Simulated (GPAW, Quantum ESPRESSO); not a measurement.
The Al K edge of atom 2 in ScAl (Pm-3m), with 8 Sc at 2.92 Å and 6 Al at 3.37 Å (cube and octahedron, as in bcc, site symmetry m-3m), was computed in 2 ways: excited-electron core hole (neutral cell) and no core hole. Program and functional: Quantum ESPRESSO XSpectra, LDA, Lorentzian half width 0.3 eV up to 4 eV, rising linearly to 2.5 eV at 25 eV; cells of 2 and 8 atoms (the run without a hole in the smaller).

Each run is counted from its own lowest empty level or Fermi level and scaled to a mean of 1 over its first 20 eV.

| E (eV) | run 1 | run 2 |
| --- | --- | --- |
| -2.0 | 0.04 | 0.05 |
| -1.0 | 0.07 | 0.10 |
| 0.0 | 0.30 | 0.56 |
| 1.0 | 1.03 | 1.01 |
| 2.0 | 0.42 | 0.44 |
| 3.0 | 0.45 | 0.92 |
| 4.0 | 0.85 | 1.34 |
| 5.0 | 0.95 | 1.71 |
| 6.0 | 1.31 | 1.85 |
| 7.0 | 1.70 | 1.07 |
| 8.0 | 1.22 | 0.93 |
| 9.0 | 1.05 | 1.05 |
| 10.0 | 1.23 | 1.10 |
| 11.0 | 1.18 | 1.04 |
| 12.0 | 1.21 | 0.94 |
| 13.0 | 1.16 | 0.87 |
| 14.0 | 1.08 | 0.83 |
| 15.0 | 1.00 | 0.76 |
| 16.0 | 0.89 | 0.72 |
| 17.0 | 0.83 | 0.75 |
| 18.0 | 0.83 | 0.84 |
| 19.0 | 0.89 | 0.96 |
| 20.0 | 1.00 | 1.05 |
| 21.0 | 1.10 | 1.08 |
| 22.0 | 1.15 | 1.05 |
| 23.0 | 1.17 | 1.03 |
| 24.0 | 1.18 | 1.02 |
| 25.0 | 1.19 | 1.02 |
| 26.0 | 1.21 | 1.02 |
| 27.0 | 1.22 | 1.00 |
| 28.0 | 1.19 | 0.98 |
| 29.0 | 1.16 | 0.94 |
| 30.0 | 1.13 | 0.90 |
| 31.0 | 1.10 | 0.87 |
| 32.0 | 1.08 | 0.87 |

Question: Which run is which?

Run 1: no core hole (area from −2 to 6 eV 4.7, main maxima 1.1 eV (1.04), 6.7 eV (1.77), 10.3 eV (1.24) and 12.2 eV (1.21)). Run 2: excited-electron core hole (neutral cell) (area from −2 to 6 eV 7.1, main maxima 0.7 eV (1.17), 5.6 eV (1.94), 10.0 eV (1.10) and 20.8 eV (1.08)). With each curve scaled to its own mean, the area from −2 to 6 eV with the hole is 7.1 against 4.7, and the centre of weight from −1 to 20 eV moves by -0.8 eV: the hole pulls the absorber's empty states down.

[Hosts, paths, dates, database ids (printed as entryN), source tags and the programs' standing remarks are cut or masked in the printed files.]

[Lists of maxima count a maximum above −3 eV only where it reaches 4 % of the highest in the window and stands out from its surroundings by 2 % of it (1.5 % where it reaches 55 %); shoulders and weaker maxima are passed over, and of the rest the first, up to two pre-edge ones and the few strongest are named.]
